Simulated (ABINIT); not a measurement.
**Completion of the band sum in GW: Te2Mo (P6_3/mmc)**

Wanted: gap and time of Te2Mo (P6_3/mmc) with truncated and completed band sums.

Main program and level: ABINIT 10.8.3; PBE and many-body steps on it, plane waves.

## 1. The starting structure

The structure is hexagonal, space group P6_3/mmc (No. 194). The conventional cell has a = 3.518 Å, b = 3.518 Å, c = 13.974 Å, α = 90.00°, β = 90.00°, γ = 120.00°. Nearest to Te lie 3 Mo at 2.72 Å. Nearest to Mo lie 6 Te at 2.72 Å. Farther neighbours, and contacts between anions beyond the nearest, are not listed.

As a file:

```cif
data_structure
_symmetry_space_group_name_H-M 'P6_3/mmc'
_symmetry_Int_Tables_number 194
_cell_length_a 3.5182
_cell_length_b 3.5182
_cell_length_c 13.9736
_cell_angle_alpha 90.000
_cell_angle_beta 90.000
_cell_angle_gamma 120.000
_cell_volume 149.79
loop_
_atom_site_label
_atom_site_type_symbol
_atom_site_symmetry_multiplicity
_atom_site_Wyckoff_symbol
_atom_site_fract_x
_atom_site_fract_y
_atom_site_fract_z
_atom_site_occupancy
Te1 Te 4 f 0.33333 0.66667 0.62100 1
Mo1 Mo 2 c 0.33333 0.66667 0.25000 1
```

The cell and positions come from the Crystallography Open Database and are kept as given unless a step says otherwise.

## 2. Empty states on the mesh, 3×3×1 mesh, 277 bands

This step: ABINIT 10.8.3; DFT, PBE, plane waves, norm-conserving pseudopotentials.

The sums over transitions need many empty states on a uniform mesh; this step solves for them.

run.abi reads:

```
acell 3*1.0 Angstrom
rprim 
  3.518200000003 -0.000000000001 0.000000000000
  -1.759100000001 3.046850575598 0.000000000000
  0.000000000000 0.000000000000 13.973600000000
ntypat 2
znucl 52 42
natom 6
typat 1 1 1 1 2 2
xred 
  0.333333333333 0.666666666667 0.621000000000
  0.666666666667 0.333333333333 0.121000000000
  0.333333333333 0.666666666667 0.879000000000
  0.666666666667 0.333333333333 0.379000000000
  0.333333333333 0.666666666667 0.250000000000
  0.666666666667 0.333333333333 0.750000000000
pp_dirpath "pseudos"
pseudos "Te.upf, Mo.upf"
ecut 36
ngkpt 3 3 1
nshiftk 1
shiftk 0 0 0
kptopt 1
chksymbreak 0
iscf -2
irdden 1
istwfk *1
nband 277
nbdbuf 24
tolwfr 1e-09
nstep 60
prtvol 0
indata_prefix "in"
outdata_prefix "out"
tmpdata_prefix "tmp"
```

Run with:

```sh
OMP_NUM_THREADS=1 mpirun -n 8 abinit run.abi > log
```

The program printed:

```text
.Version 10.8.3 of ABINIT. v10.8.2 released Aug 2026.

 Symmetries : space group P6_3/m m c (#194); Bravais hP (primitive hexag.)
[... echo of the input left out ...]
== DATASET  1 ==================================================================
-   mpi_nproc: 8, omp_nthreads: 1 (-1 if OMP is not activated)
-    --> not optimal distribution: autoparal keyword recommended in input file <--

--- !DatasetInfo
iteration_state: {dtset: 1, }
dimensions: {natom: 6, nkpt: 3, mband: 277, nsppol: 1, nspinor: 1, nspden: 1, mpw: 10515, }
cutoff_energies: {ecut:  36.0, pawecutdg:  -1.0, }
[...]
2.54615    2.54917    2.55321    2.58591    2.58591    2.60215    2.60215    2.61487
   2.61487    2.64642    2.64778    2.65420    2.65423    2.67443    2.68527    2.68723
   2.68810    2.69522    2.70234    2.71231    2.71346
 prteigrs : prtvol=0 or 1, do not print more k-points.

== END DATASET(S) ==============================================================
================================================================================

 -outvars: echo values of variables after computation  --------
            nband         277
             nkpt           3
          spgroup         194
 [... the other variables as echoed above ...]

 Calculation completed.
```

The job ended after 3.2 min (8 MPI ranks of Intel Xeon Platinum 8488C (Sapphire Rapids), shared host; peak memory 0.82 GiB).

This step gave:

| Property | Result |
| --- | --- |
| gap | 0.9565 eV |
| k of the valence top | 0, 0, 0 |
| k of the conduction bottom | 0.3333, 0.3333, 0 |
| least direct gap | 1.038 eV |
| k points computed | 3 |
| lowest point of the top converged band, above the valence top | 60.4539 eV |

On this mesh the gap is 0.956 eV.

The density comes from a self-consistent run that is not shown.

## 3. Screening, 3×3×1 mesh, 253 bands, screening to 152.4 eV

The RPA dielectric matrix is built and inverted for each q.

This step: RPA screening on PBE, plane waves, norm-conserving pseudopotentials.

run.abi: that of step 2 with these lines changed.

```diff
@@ -24,10 +24,11 @@
 chksymbreak 0
-iscf -2
-irdden 1
 istwfk *1
-nband 277
-nbdbuf 24
-tolwfr 1e-09
-nstep 60
-prtvol 0
+occopt 1
+irdwfk 1
+optdriver 3
+nband 253
+ecuteps 5.6
+inclvkb 2
+awtr 1
+symchi 1
 indata_prefix "in"
```

The program printed:

```text
.Version 10.8.3 of ABINIT. v10.8.2 released Aug 2026.

 Symmetries : space group P6_3/m m c (#194); Bravais hP (primitive hexag.)
[... echo of the input left out ...]
== DATASET  1 ==================================================================
-   mpi_nproc: 8, omp_nthreads: 1 (-1 if OMP is not activated)

--- !DatasetInfo
iteration_state: {dtset: 1, }
dimensions: {natom: 6, nkpt: 3, mband: 253, nsppol: 1, nspinor: 1, nspden: 1, mpw: 10515, }
cutoff_energies: {ecut:  36.0, pawecutdg:  -1.0, }
electrons: {nelect:   9.20000000E+01, charge:   0.00000000E+00, occopt:   1.00000000E+00, tsmear:   1.00000000E-02, }

 SCREENING: Calculation of the susceptibility and dielectric matrices

 Based on a program developped by R.W. Godby, V. Olevano, G. Onida, and L. Reining.
 Incorporated in ABINIT by V. Olevano, G.-M. Rignanese, and M. Torrent.
.Using double precision arithmetic ; gwpc =  8

[... cell and pseudopotentials left out ...]
--------------------------------------------------------------------------------

 ==== K-mesh for the wavefunctions ====
 Number of points in the irreducible wedge :     3
[... list of points left out ...]
 Together with 24 symmetry operations and time-reversal symmetry
 yields     9 points in the full Brillouin Zone.

 ==== Q-mesh for the screening function ====
 Number of points in the irreducible wedge :     3
[... list of points left out ...]
 Together with 24 symmetry operations and time-reversal symmetry
 yields     9 points in the full Brillouin Zone.

 setmesh: FFT mesh size selected  =    24x   24x  100
          total number of points  =        57600

 vcoul_init : cutoff-mode = AUXILIARY_FUNCTION
 q-points for optical limit:   1
     1)      0.000010    0.000020    0.000030

- screening: taking advantage of time-reversal symmetry
- Maximum band index for partially occupied states nbvw = 46
- Remaining bands to be divided among processors   nbcw = 207
- Number of bands treated by each node ~25

 Number of electrons calculated from density =   92.0000; Expected =   92.0000
 average of density, n =  0.091015
 r_s =    1.3791
 omega_plasma =   29.1012 [eV]

 calculating chi0 at frequencies [eV] :
  1    0.000000E+00    0.000000E+00
  2    0.000000E+00    2.910122E+01

--------------------------------------------------------------------------------
  q-point number  1        q = ( 0.000000, 0.000000, 0.000000) [r.l.u.]
--------------------------------------------------------------------------------
[... chi0 elements left out ...]
 For q-point:  0.000010 0.000020 0.000030
  dielectric constant =  20.2985
  dielectric constant without local fields =  23.1114

  Average fulfillment of the sum rule on Im[epsilon] for q-point    1 :     83.28  [%]
[... wings left out ...]
  q-point number  2        q = ( 0.333333, 0.000000, 0.000000) [r.l.u.]
--------------------------------------------------------------------------------
[... chi0 elements left out ...]
  Average fulfillment of the sum rule on Im[epsilon] for q-point    2 :     77.87  [%]

 [... 1 further q-points ...]
```

Wall time 85 s (8 MPI ranks); peak memory 3.1 GiB.

Numbers from this step:

```yaml
eps_infinity_with_local_fields_on_this_mesh: 20.30
eps_infinity_without_local_fields_on_this_mesh: 23.11
plasma_frequency: 29.10 eV
plane_waves_in_the_screening_matrix: 665
```

Local fields lower ε∞ by 12 %. On a Γ-centred mesh this coarse the value itself is usually too large, while a short band sum pulls it down.

## 4. 253 bands

The self-energy is evaluated for the states that the input lists, and the quasiparticle equation is solved.

This step: G0W0 on PBE, plane waves, norm-conserving pseudopotentials.

run.abi: that of step 3 with these lines changed.

```diff
@@ -27,8 +27,17 @@
 irdwfk 1
-optdriver 3
+optdriver 4
 nband 253
+gwcalctyp 0
+ecutsigx 36
+symsigma 1
+nkptgw 2
+kptgw 
+  0.0000000000 0.0000000000 0.0000000000
+  0.3333333333 0.3333333333 0.0000000000
+bdgw 
+  45 48
+  45 48
 ecuteps 5.6
-inclvkb 2
-awtr 1
-symchi 1
+irdscr 1
+ppmodel 1
 indata_prefix "in"
```

The program printed:

```text
.Version 10.8.3 of ABINIT. v10.8.2 released Aug 2026.

 Symmetries : space group P6_3/m m c (#194); Bravais hP (primitive hexag.)
[... echo of the input left out ...]
== DATASET  1 ==================================================================
-   mpi_nproc: 8, omp_nthreads: 1 (-1 if OMP is not activated)

--- !DatasetInfo
iteration_state: {dtset: 1, }
dimensions: {natom: 6, nkpt: 3, mband: 253, nsppol: 1, nspinor: 1, nspden: 1, mpw: 10515, }
cutoff_energies: {ecut:  36.0, pawecutdg:  -1.0, }
electrons: {nelect:   9.20000000E+01, charge:   0.00000000E+00, occopt:   1.00000000E+00, tsmear:   1.00000000E-02, }

 SIGMA: Calculation of the GW corrections

 Based on a program developped by R.W. Godby, V. Olevano, G. Onida, and L. Reining.
 Incorporated in ABINIT by V. Olevano, G.-M. Rignanese, and M. Torrent.
.Using double precision arithmetic ; gwpc =  8

[... cell and pseudopotentials left out ...]
--------------------------------------------------------------------------------

 ==== K-mesh for the wavefunctions ====
 Number of points in the irreducible wedge :     3
[... list of points left out ...]
 Together with 24 symmetry operations and time-reversal symmetry
 yields     9 points in the full Brillouin Zone.

 ==== Q-mesh for screening function ====
 Number of points in the irreducible wedge :     3
[... list of points left out ...]
 Together with 24 symmetry operations and time-reversal symmetry
 yields     9 points in the full Brillouin Zone.

 vcoul_init : cutoff-mode = AUXILIARY_FUNCTION
 q-points for optical limit:   1
     1)      0.000010    0.000020    0.000030
 setmesh: FFT mesh size selected  =    32x   32x  144
          total number of points  =       147456

 Number of electrons calculated from density =   92.0000; Expected =   92.0000
 average of density, n =  0.091015
 r_s =    1.3791
 omega_plasma =   29.1012 [eV]

 === KS Band Gaps ===
  >>>> For spin  1
   Minimum direct gap =   1.0377 [eV], located at k-point      :   0.3333  0.3333  0.0000
   Fundamental gap    =   0.9565 [eV], Top of valence bands at :   0.0000  0.0000  0.0000
                                       Bottom of conduction at :   0.3333  0.3333  0.0000
 SIGMA fundamental parameters:
 PLASMON POLE MODEL  1
 number of plane-waves for SigmaX                10361
 number of plane-waves for SigmaC and W            665
 number of plane-waves for wavefunctions         10361
 number of bands                                   253
 number of independent spin polarizations            1
 number of spinorial components                      1
 number of k-points in IBZ                           3
 number of q-points in IBZ                           3
 number of symmetry operations                      24
 number of k-points in BZ                            9
 number of q-points in BZ                            9
 number of frequencies for dSigma/dE                 9
 frequency step for dSigma/dE [eV]                0.25
 number of omega for Sigma on real axis              0
 max omega for Sigma on real axis  [eV]           0.00
 zcut for avoiding poles [eV]                     0.10

 EPSILON^-1 parameters (SCR file):
 dimension of the eps^-1 matrix on file            665
 dimension of the eps^-1 matrix used               665
 number of plane-waves for wavefunctions         10361
 number of bands                                   253
 number of q-points in IBZ                           3
 number of frequencies                               2
 number of real frequencies                          1
 number of imag frequencies                          1

 matrix elements of self-energy operator (all in [eV])

 Perturbative Calculation

--- !SelfEnergy_ee
iteration_state: {dtset: 1, }
kpoint     : [   0.000,    0.000,    0.000, ]
spin       : 1
KS_gap     :    2.886
QP_gap     :    2.720
Delta_QP_KS:   -0.166
data: !SigmaeeData |
     Band     E0 <VxcDFT>   SigX SigC(E0)      Z dSigC/dE  Sig(E)    E-E0       E
       45   7.652 -12.579 -15.438   1.761   0.797  -0.255 -13.454  -0.875   6.777
       46   7.987 -15.979 -16.763   0.786   0.772  -0.296 -15.977   0.002   7.989
       47  10.873 -14.174 -10.765  -3.617   0.789  -0.268 -14.338  -0.164  10.709
       48  10.873 -14.174 -10.765  -3.617   0.789  -0.268 -14.338  -0.164  10.709

--- !SelfEnergy_ee
iteration_state: {dtset: 1, }
kpoint     : [   0.333,    0.333,    0.000, ]
spin       : 1
KS_gap     :    1.038
QP_gap     :    1.519
Delta_QP_KS:    0.482
data: !SigmaeeData |
     Band     E0 <VxcDFT>   SigX SigC(E0)      Z dSigC/dE  Sig(E)    E-E0       E
       45   7.669 -15.398 -16.611   1.275   0.769  -0.301 -15.350   0.048   7.717
       46   7.906 -16.094 -17.248   1.253   0.767  -0.303 -16.018   0.076   7.982
       47   8.943 -16.955 -12.267  -3.957   0.763  -0.311 -16.397   0.558   9.501
       48   8.943 -16.955 -12.267  -3.957   0.763  -0.311 -16.397   0.558   9.501

== END DATASET(S) ==============================================================
================================================================================

 -outvars: echo values of variables after computation  --------
           etotal      0.0000000000E+00
            nband         253
             nkpt           3
          spgroup         194
 [... the other variables as echoed above ...]

 Calculation completed.
```

Wall time 24 s (8 MPI ranks); peak memory 2.5 GiB.

Read from the output:

| Property | Result |
| --- | --- |
| G0W0 gap on the mesh | 1.512 eV |
| starting gap on the mesh | 0.9565 eV |
| k of the valence top | 0, 0, 0 |
| k of the conduction bottom | 0.3333, 0.3333, 0 |
| Z at the valence top | 0.772 |
| Z at the conduction bottom | 0.763 |
| least direct G0W0 gap on the computed points | 1.519 eV |

The gap on the mesh goes from 0.96 eV to 1.51 eV, a correction of +0.56 eV.

## 5. Screening, 3×3×1 mesh, 64 bands, screening to 152.4 eV

This step: RPA screening on PBE, plane waves, norm-conserving pseudopotentials.

run.abi: that of step 4 with these lines changed.

```diff
@@ -27,17 +27,8 @@
 irdwfk 1
-optdriver 4
-nband 253
-gwcalctyp 0
-ecutsigx 36
-symsigma 1
-nkptgw 2
-kptgw 
-  0.0000000000 0.0000000000 0.0000000000
-  0.3333333333 0.3333333333 0.0000000000
-bdgw 
-  45 48
-  45 48
+optdriver 3
+nband 64
 ecuteps 5.6
-irdscr 1
-ppmodel 1
+inclvkb 2
+awtr 1
+symchi 1
 indata_prefix "in"
```

The program printed:

```text
.Version 10.8.3 of ABINIT. v10.8.2 released Aug 2026.

 Symmetries : space group P6_3/m m c (#194); Bravais hP (primitive hexag.)
[... echo of the input left out ...]
== DATASET  1 ==================================================================
-   mpi_nproc: 8, omp_nthreads: 1 (-1 if OMP is not activated)

--- !DatasetInfo
iteration_state: {dtset: 1, }
dimensions: {natom: 6, nkpt: 3, mband: 64, nsppol: 1, nspinor: 1, nspden: 1, mpw: 10515, }
cutoff_energies: {ecut:  36.0, pawecutdg:  -1.0, }
electrons: {nelect:   9.20000000E+01, charge:   0.00000000E+00, occopt:   1.00000000E+00, tsmear:   1.00000000E-02, }

 SCREENING: Calculation of the susceptibility and dielectric matrices

 Based on a program developped by R.W. Godby, V. Olevano, G. Onida, and L. Reining.
 Incorporated in ABINIT by V. Olevano, G.-M. Rignanese, and M. Torrent.
.Using double precision arithmetic ; gwpc =  8

[... cell and pseudopotentials left out ...]
--------------------------------------------------------------------------------

 ==== K-mesh for the wavefunctions ====
 Number of points in the irreducible wedge :     3
[... list of points left out ...]
 Together with 24 symmetry operations and time-reversal symmetry
 yields     9 points in the full Brillouin Zone.

 ==== Q-mesh for the screening function ====
 Number of points in the irreducible wedge :     3
[... list of points left out ...]
 Together with 24 symmetry operations and time-reversal symmetry
 yields     9 points in the full Brillouin Zone.

 setmesh: FFT mesh size selected  =    24x   24x  100
          total number of points  =        57600

 vcoul_init : cutoff-mode = AUXILIARY_FUNCTION
 q-points for optical limit:   1
     1)      0.000010    0.000020    0.000030

- screening: taking advantage of time-reversal symmetry
- Maximum band index for partially occupied states nbvw = 46
- Remaining bands to be divided among processors   nbcw = 18
- Number of bands treated by each node ~2

 Number of electrons calculated from density =   92.0000; Expected =   92.0000
 average of density, n =  0.091015
 r_s =    1.3791
 omega_plasma =   29.1012 [eV]

 calculating chi0 at frequencies [eV] :
  1    0.000000E+00    0.000000E+00
  2    0.000000E+00    2.910122E+01

--------------------------------------------------------------------------------
  q-point number  1        q = ( 0.000000, 0.000000, 0.000000) [r.l.u.]
--------------------------------------------------------------------------------
[... chi0 elements left out ...]
 For q-point:  0.000010 0.000020 0.000030
  dielectric constant =  19.7129
  dielectric constant without local fields =  22.7229

  Average fulfillment of the sum rule on Im[epsilon] for q-point    1 :     31.40  [%]
[... wings left out ...]
  q-point number  2        q = ( 0.333333, 0.000000, 0.000000) [r.l.u.]
--------------------------------------------------------------------------------
[... chi0 elements left out ...]
  Average fulfillment of the sum rule on Im[epsilon] for q-point    2 :     22.21  [%]

 [... 1 further q-points ...]
```

The job ended after 16 s (8 MPI ranks; peak memory 2.5 GiB).

Numbers from this step:

| Property | Result |
| --- | --- |
| ε∞ with local fields, on this mesh | 19.71 |
| ε∞ without local fields, on this mesh | 22.72 |
| plasma frequency | 29.10 eV |
| plane waves in the screening matrix | 665 |

(Continued in part 2 of 2.)

[Long decimals in the printed logs are rounded to 6 places.]

[Logs are printed without paths, hosts, clocks, repeated set-up lines and the standing remarks that a program may print on its own settings, such as how far it seeks lower states.]

[Paths, hosts, dates, memory and timing lines, banners, echoed tables and standing remarks are left out of the program output; an Ansatz launch command may be rebuilt from the run's recorded settings. Measured values are a selection of at most five: reports struck by readers or far from the other reports are left out. None is set beside runs whose start may be inverted or whose files or cutoffs have a known fault.]

[Runs of the session that timed out or met a known fault of the program may be left out.]

[Hosts, paths, dates, database ids (printed as entryN), source tags and the programs' standing remarks are cut or masked in the printed files.]

[G0W0 gaps are taken among the corrected bands and points alone; a level outside them can change the order at an edge.]

[Where Ansatz stands beside ABINIT at settings called matched, ABINIT's density can come from a denser mesh and the files from another edition; pairs whose starting gaps differed by over 0.03 eV were left out, so agreement reads better than it is.]
